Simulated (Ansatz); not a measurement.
**LiMgF3 (built on the sites of a database entry of BaLiF3): following an unstable mode**

Wanted: the energy along a soft mode of LiMgF3 (built on the sites of a database entry of BaLiF3) and the structure at the end.

Program: Ansatz 0.2.0. Level of theory: DFT PBEsol, scalar-relativistic, plane waves, PAW. Results are calculated unless marked as measured.

This is a report of a sequence of runs, with most program output left out.

The structure was built from a prototype and need not be the compound's stable phase.

### 1. Starting point

The structure is cubic, space group Pm-3m (No. 221). Conventional cell: a = 3.581 Å, b = 3.581 Å, c = 3.581 Å, α = 90.00°, β = 90.00°, γ = 90.00°. Nearest to Mg lie 12 F at 2.53 Å. Nearest to Li lie 6 F at 1.79 Å. Nearest to F lie 2 Li at 1.79 Å and 4 Mg at 2.53 Å. Farther neighbours and most contacts between anions are not listed.

### 2. The dispersion

The cell comes from relaxations at this level that are not shown. Stability and thermal properties need the whole zone. Linear response on a 4×4×4 q mesh gives force constants as far as a supercell of that size would, and the tensors from the zone-centre run are typed in so that the long-range dipole term is interpolated apart.

input.yaml reads:

```yaml
crystal:
  lattice:
    - [3.5809645263, 0.0, 0.0]
    - [0.0, 3.5809645263, 0.0]
    - [0.0, 0.0, 3.5809645263]
  atoms:
    - { symbol: Mg, position: [0.0, 0.0, 0.0] }
    - { symbol: Li, position: [0.5, 0.5, 0.5] }
    - { symbol: F, position: [0.0, 0.5, 0.5] }
    - { symbol: F, position: [0.5, 0.5, 0.0] }
    - { symbol: F, position: [0.5, 0.0, 0.5] }
kpoints:
  mp_grid: { grid: [8, 8, 8] }
hamiltonian:
  xc: pbesol
scf:
  occupations: { method: fixed }
output:
  eigenvalues: true
phonons:
  method: dfpt
  qmesh: [4, 4, 4]
  temperatures: { t_max: 1000, t_step: 50 }
  qpath:
    path:
      - [[0.0, 0.0, 0.0], [0.0, 0.5, 0.0], [0.5, 0.5, 0.0], [0.0, 0.0, 0.0], [0.5, 0.5, 0.5], [0.0, 0.5, 0.0]]
      - [[0.5, 0.5, 0.5], [0.5, 0.5, 0.0]]
    npoints: 10
  non_analytic_term:
    high_frequency_dielectric_tensor: [[2.4317, 0.0, 0.0], [0.0, 2.4317, 0.0], [0.0, 0.0, 2.4317]]
    born_effective_charges:
      - { species: Mg, tensor: [[2.4213, 0.0, 0.0], [0.0, 2.4213, 0.0], [0.0, 0.0, 2.4213]] }
      - { species: Li, tensor: [[0.9382, 0.0, 0.0], [0.0, 0.9382, 0.0], [0.0, 0.0, 0.9382]] }
      - { species: F, tensor: [[-1.0574, 0.0, 0.0], [0.0, -1.151, 0.0], [0.0, 0.0, -1.151]] }
      - { species: F, tensor: [[-1.151, 0.0, 0.0], [0.0, -1.151, 0.0], [0.0, 0.0, -1.0574]] }
      - { species: F, tensor: [[-1.151, 0.0, 0.0], [0.0, -1.0574, 0.0], [0.0, 0.0, -1.151]] }
    source: "zone-centre run at this cell"
```

On the command line:

```sh
$ ansatz run input.yaml --threads 4 --pin off --max-ram 7168MiB --backend cpu --events-out ev --progress --plain --runs-dir out
```

The job ended after 13 min (4 threads of Arm Neoverse N1, shared host; peak memory 1.4 GiB).

Numbers from this step:

```
gap on the k-mesh                                       : 3.739 eV
volume per atom                                         : 9.184 Å³
sum-rule residual before enforcement                    : 0.001038 eV/Å²
lowest frequency on the path                            : -286.5 cm⁻¹
point group                                             : m-3m
highest frequency on the path or at a solved wavevector : 749.1 cm⁻¹
highest optical mode at the zone centre (no LO-TO term) : 682.8 cm⁻¹
lowest optical zone-centre mode                         : -227.6 cm⁻¹
lowest mode on the q mesh (acoustic modes at Γ apart)   : -286.5 cm⁻¹
```

Frequencies (cm⁻¹) solved at each irreducible wavevector; negative means imaginary. Frequencies by wavevector, by row:

| q in reciprocal lattice units | star | mode 1 | mode 2 | mode 3 | mode 4 | mode 13 | mode 14 | mode 15 |
| --- | --- | --- | --- | --- | --- | --- | --- | --- |
| 0 0 0 | 1 | -227.6 | -227.6 | -227.6 | -102 | 682.8 | 682.8 | 682.8 |
| 0 0 0.25 | 6 | -218.9 | -218.9 | -99.2 | -99.2 | 682 | 682 | 713.4 |
| 0 0 -0.5 | 3 | -207.6 | -207.6 | -117.1 | -117.1 | 650.2 | 681.1 | 681.1 |
| 0 0.25 0.25 | 12 | -227 | -207.8 | -178.3 | -106.8 | 655.1 | 681.2 | 716.3 |
| 0 0.25 -0.5 | 12 | -239.6 | -192.5 | -185.6 | -149.4 | 649.2 | 680 | 680.4 |
| 0 -0.5 -0.5 | 3 | -284.9 | -198.5 | -198.5 | -170.2 | 648.5 | 648.5 | 679.7 |
| 0.25 0.25 0.25 | 8 | -220.2 | -220.2 | -211 | -149.1 | 653.2 | 653.2 | 717.3 |
| 0.25 0.25 -0.5 | 12 | -241.2 | -232.8 | -195.2 | -193.7 | 643.6 | 651.4 | 690.1 |
| 0.25 -0.5 -0.5 | 6 | -285.7 | -234.7 | -234.7 | -177.2 | 638.4 | 638.4 | 668.3 |
| -0.5 -0.5 -0.5 | 1 | -286.5 | -286.5 | -286.5 | -184.9 | 629.1 | 629.1 | 629.1 |

Interpolated from a 4×4×4 q mesh, with the LO-TO term (at Γ the limit along the path; where Γ stands inside the path, tables give the limit on arrival). The phonon branches at the labelled points (cm⁻¹):

```
    point  branch 1  branch 2  branch 3  branch 4  branch 12  branch 13  branch 14  branch 15
        Γ      -228      -228      -102      -102        409        683        683        749
  halfway      -219      -219       -99       -99        443        682        682        713
        X      -208      -208      -117      -117        523        650        681        681
  halfway      -240      -192      -186      -149        502        649        680        680
        M      -285      -198      -198      -170        545        648        648        680
  halfway      -227      -208      -178      -107        449        655        681        716
        Γ      -228      -228      -102      -102        409        683        683        749
  halfway      -220      -220      -211      -149        459        653        653        717
        R      -286      -286      -286      -185        579        629        629        629
  halfway      -241      -233      -195      -194        501        644        651        690
        X      -208      -208      -117      -117        523        650        681        681
jump to R      -286      -286      -286      -185        579        629        629        629
  halfway      -286      -235      -235      -177        540        638        638        668
        M      -285      -198      -198      -170        545        648        648        680
```

Symmetry leaves 10 wavevectors to solve. The lowest mode among them, the acoustic zeros apart, lies at q = (-0.5, -0.5, -0.5) and is imaginary, 286.5i cm⁻¹, so the energy falls along it.

### 3. The mode frozen in, largest atomic shift 0 Å

The mode followed lies at q = (0, -0.5, -0.5) with frequency 284.9i cm⁻¹, one of the unstable modes though not the softest. At small amplitude the distorted cell has space group no. 127 by a symmetry search on the positions. The undistorted cell that holds it gives the zero of energy on the same k mesh.

System of this step: LiMgF3 (built on the sites of a database entry of BaLiF3). Symmetry: Pm-3m, No. 221, cubic system. Conventional cell: a = 3.581 Å, b = 3.581 Å, c = 3.581 Å, α = 90.00°, β = 90.00°, γ = 90.00°. Nearest to Mg lie 12 F at 2.53 Å. Nearest to Li lie 6 F at 1.79 Å. F has 2 Li at 1.79 Å and 4 Mg at 2.53 Å nearest. F has 2 Li at 1.79 Å and 4 Mg at 2.53 Å nearest. Farther neighbours and most contacts between anions are not listed.

input.yaml reads:

```yaml
crystal:
  lattice:
    - [-3.5809645263, 0.0, 0.0]
    - [0.0, -3.5809645263, -3.5809645263]
    - [0.0, -3.5809645263, 3.5809645263]
  atoms:
    - { symbol: Mg, position: [1.0, 1.0, 0.0] }
    - { symbol: Mg, position: [1.0, 0.5, 0.5] }
    - { symbol: Li, position: [0.5, 0.0, 0.5] }
    - { symbol: Li, position: [0.5, 0.5, 0.0] }
    - { symbol: F, position: [0.0, 0.0, 0.5] }
    - { symbol: F, position: [0.0, 0.5, 0.0] }
    - { symbol: F, position: [0.5, 0.75, 0.75] }
    - { symbol: F, position: [0.5, 0.25, 0.25] }
    - { symbol: F, position: [0.5, 0.75, 0.25] }
    - { symbol: F, position: [0.5, 0.25, 0.75] }
kpoints:
  mp_grid: { grid: [6, 4, 4] }
hamiltonian:
  xc: pbesol
scf:
  occupations: { method: gaussian, width: 0.02 }
output:
  forces: true
  stress: true
  eigenvalues: true
```

Run time: 3.4 s. Hardware: 4 threads; peak memory 0.41 GiB; 12 s of CPU time.

This step gave:

```yaml
pressure: 0.005774 GPa
energy_from_the_undistorted_cell: 0 meV/atom
```

At this level the gap is 3.74 eV on the k-mesh of the self-consistent run, which can miss the band edges.

### 4. The mode frozen in, largest atomic shift 0.6 Å

The atoms are moved along the unstable eigenvector, the largest shift by 0.6 Å, with the cell fixed.

input.yaml, the sections that differ from step 3:

```yaml
crystal:
  lattice:
    - [-3.5809645263, 0.0, 0.0]
    - [0.0, -3.5809645263, -3.5809645263]
    - [0.0, -3.5809645263, 3.5809645263]
  atoms:
    - { symbol: Mg, position: [1.0, 1.0, 0.0] }
    - { symbol: Mg, position: [1.0, 0.5, 0.5] }
    - { symbol: Li, position: [0.5, 0.0, 0.5] }
    - { symbol: Li, position: [0.5, 0.5, 0.0] }
    - { symbol: F, position: [0.0, 0.0, 0.5] }
    - { symbol: F, position: [0.0, 0.5, 0.0] }
    - { symbol: F, position: [0.5, 0.8337763116, 0.8337763116] }
    - { symbol: F, position: [0.5, 0.1662236884, 0.1662236884] }
    - { symbol: F, position: [0.5, 0.6662236884, 0.3337763116] }
    - { symbol: F, position: [0.5, 0.3337763116, 0.6662236884] }
# kpoints, hamiltonian, scf, output: as in step 3
```

Run time: 2.8 s. Hardware: 4 threads; peak memory 0.41 GiB; 9.5 s of CPU time.

A gap read on the k-mesh alone can miss the band edges.

Numbers from this step:

| Property | Result |
| --- | --- |
| pressure | -0.1533 GPa |
| gap on the k-mesh | 4.896 eV |
| energy from the undistorted cell | -210.3 meV/atom |

The energy, extrapolated to zero smearing, is -210.31 meV/atom against the undistorted cell.

### 5. Energy along the mode, all amplitudes (two of the runs are shown above)

An imaginary frequency means negative curvature, so the energy should fall and then rise again as anharmonic terms take over.

This step gave:

```
depth at the lowest point sampled  : 210.3 meV/atom
largest atomic shift at that point : 0.6 Å
```

Energy from the parent against largest atomic shift:

```
largest atomic shift (Å)  energy from the parent (meV/atom)
                   0.000                                  0
                   0.040                              -1.81
                   0.080                              -7.17
                   0.140                              -21.5
                   0.220                              -50.4
                   0.320                              -97.4
                   0.450                               -162
                   0.600                               -210
```

Displacement at unit largest shift by atom:

```
atom  x (Å)  y (Å)  z (Å)  size
 Mg1   0.00   0.00   0.00  0.00
 Mg2   0.00   0.00   0.00  0.00
 Li3   0.00   0.00   0.00  0.00
 Li4   0.00   0.00   0.00  0.00
  F5   0.00   0.00   0.00  0.00
  F6   0.00   0.00   0.00  0.00
  F7   0.00  -1.00   0.00  1.00
  F8   0.00   1.00   0.00  1.00
  F9   0.00   0.00   1.00  1.00
 F10   0.00   0.00  -1.00  1.00
```

The lowest of the steps tried is the last one, at 0.6 Å, 210 meV/atom below the parent; the bottom of the well need not coincide with a step.

### 6. Relaxing from the distorted cell

Starting from the lowest point found, all atoms and the cell are let go, so that strain and other modes of the same symmetry can join in.

input.yaml: that of step 4 with these lines changed.

```diff
@@ -21,3 +21,3 @@
 scf:
-  occupations: { method: gaussian, width: 0.02 }
+  occupations: { method: fixed }
 output:
@@ -26 +26,6 @@
   eigenvalues: true
+relax:
+  adjacent_minimum: "off"
+  f_tol: 0.002
+  max_steps: 120
+  cell: { stress_tol: 0.03 }
```

Wall time 45 s (4 threads); peak memory 0.45 GiB.

Step by step:

| step | energy less that of the first step (eV) | largest force component (eV/Å) | pressure (GPa) | volume (Å³) |
| --- | --- | --- | --- | --- |
| 1 | 0.0000 | 0.2999 | -0.15 | 91.84 |
| 2 | -0.0507 | 0.2510 | -0.23 | 92.32 |
| 3 | -0.1403 | 0.0902 | 1.62 | 93.16 |
| 4 | -0.1306 | 0.0307 | -1.22 | 95.54 |
| 5 | -0.1409 | 0.0124 | 0.04 | 94.36 |
| 6 | -0.1406 | 0.0295 | 0.04 | 94.40 |
| 7 | -0.1407 | 0.0001 | 0.00 | 94.40 |
| 8* | -0.1738 | 0.0015 | 0.57 | 94.40 |
| 9 | -0.1734 | 0.0044 | 0.23 | 95.35 |
| 10 | -0.1718 | 0.0008 | 0.03 | 95.66 |
| 11 | -0.1716 | 0.0001 | 0.00 | 95.69 |
| 12* | -0.1797 | 0.0004 | 0.05 | 95.69 |
| 13 | -0.1790 | 0.0004 | 0.00 | 95.84 |
| 14* | -0.1797 | 0.0004 | 0.01 | 95.84 |

Relaxation steps marked * repeat the geometry before them on a plane-wave basis chosen anew for their cell, so energy and pressure can jump there. Relaxation step 6 was tried and not accepted.

Forces are held to the 16 operations that the run works with; a distortion that breaks them can't arise in this run.

```csv
cell as run,before,after,change
a (Å),3.581,3.429,-4.2 %
b (Å),5.064,5.287,+4.4 %
c (Å),5.064,5.287,+4.4 %
volume (Å³/atom),9.18,9.58,+4.4 %
```

The atoms that moved most (Å, as changes of fractional coordinates times the final cell):

```csv
atom,dx,dy,dz,length
F7,0.000,-0.064,0.000,0.064
F10,0.000,0.000,-0.064,0.064
F9,0.000,0.000,0.064,0.064
F8,0.000,0.064,0.000,0.064
```

Final coordinates:

```xyz
10
Lattice="-3.4288 0.0000 0.0000 0.0000 -3.7384 -3.7384 0.0000 -3.7384 3.7384" Properties=species:S:1:pos:R:3 pbc="T T T"
Mg   -3.4288   -3.7384   -3.7384
Mg   -3.4288   -3.7384    0.0000
Li   -1.7144   -1.8692    1.8692
Li   -1.7144   -1.8692   -1.8692
F     0.0000   -1.8692    1.8692
F     0.0000   -1.8692   -1.8692
F    -1.7144   -6.2975    0.0000
F    -1.7144   -1.1792    0.0000
F    -1.7144   -3.7384   -1.1792
F    -1.7144   -3.7384    1.1792
```

Numbers from this step:

* pressure: 0.007852 GPa
* gap on the k-mesh: 5.200 eV
* volume per atom: 9.584 Å³

The distorted start has space group P4/mbm; the relaxation ends in P4/mbm.

### 7. The phases reached

The phases reached along the modes that were followed are set side by side.

Energies are those of the first relaxation, on the mesh of the frozen mode; space group, volume and gap are those of the last relaxation. Phases, by row:

```
                   mode frozen in  space group  energy from parent (meV/atom)  volume (Å³/atom)  gap on mesh (eV)  lowest zone-centre optical mode (cm⁻¹)  largest shift (Å)
                           parent        Pm-3m                              0             9.184             3.739                                       –                  –
q = (-0.5, -0.5, -0.5), 287i cm⁻¹       I4/mcm                         -231.1              9.62             5.216                                       –              0.694
q = (-0.5, -0.5, -0.5), 287i cm⁻¹         R-3c                           -353              9.84             6.056                                       –              0.695
q = (-0.5, -0.5, -0.5), 287i cm⁻¹         Imma                         -407.1             10.22             5.873                                       –              0.857
   q = (0, -0.5, -0.5), 285i cm⁻¹       P4/mbm                         -228.3              9.58               5.2                                       –               0.69
```

### 8. Summary of results

| Quantity | Value |
| --- | --- |
| unstable mode of the parent | q = (0, -0.5, -0.5), 285i cm⁻¹ |
| depth at the lowest point sampled | 210 meV/atom |
| largest atomic shift at that point | 0.6 Å |
| space group reached (within 0.01 Å) | P4/mbm |
| energy gained over the parent (first relaxation, on the mesh of the frozen mode) | 228 meV/atom |
| volume per atom, phase reached | 9.58 Å³ |
| gap on the k-mesh, phase reached | 5.20 eV |

**Reading.** Along this mode the structure falls into P4/mbm, 228 meV/atom below the parent. At the parent's cell the well is 210.3 meV/atom deep on the steps tried, with its lowest point at a shift of 0.6 Å. That is the last step tried, so the steps alone don't bracket the bottom of the well. Relaxing atoms and cell changes the gain by +17.97 meV/atom against the lowest step (energies at zero smearing). The modes of the phase reached were not computed on this path. Of the 4 patterns followed to their end from this parent, this one ends 179 meV/atom above the lowest, Imma. Each path keeps the symmetry of its pattern, so a lower phase may lie along a pattern not tried. The starting cell was built on a prototype and not taken from a measurement, so the phase need not exist.

[Logs are printed without paths, hosts, clocks, repeated set-up lines and the standing remarks that a program may print on its own settings, such as how far it seeks lower states.]

[Hosts, paths, dates, database ids (printed as entryN), source tags and the programs' standing remarks are cut or masked in the printed files.]
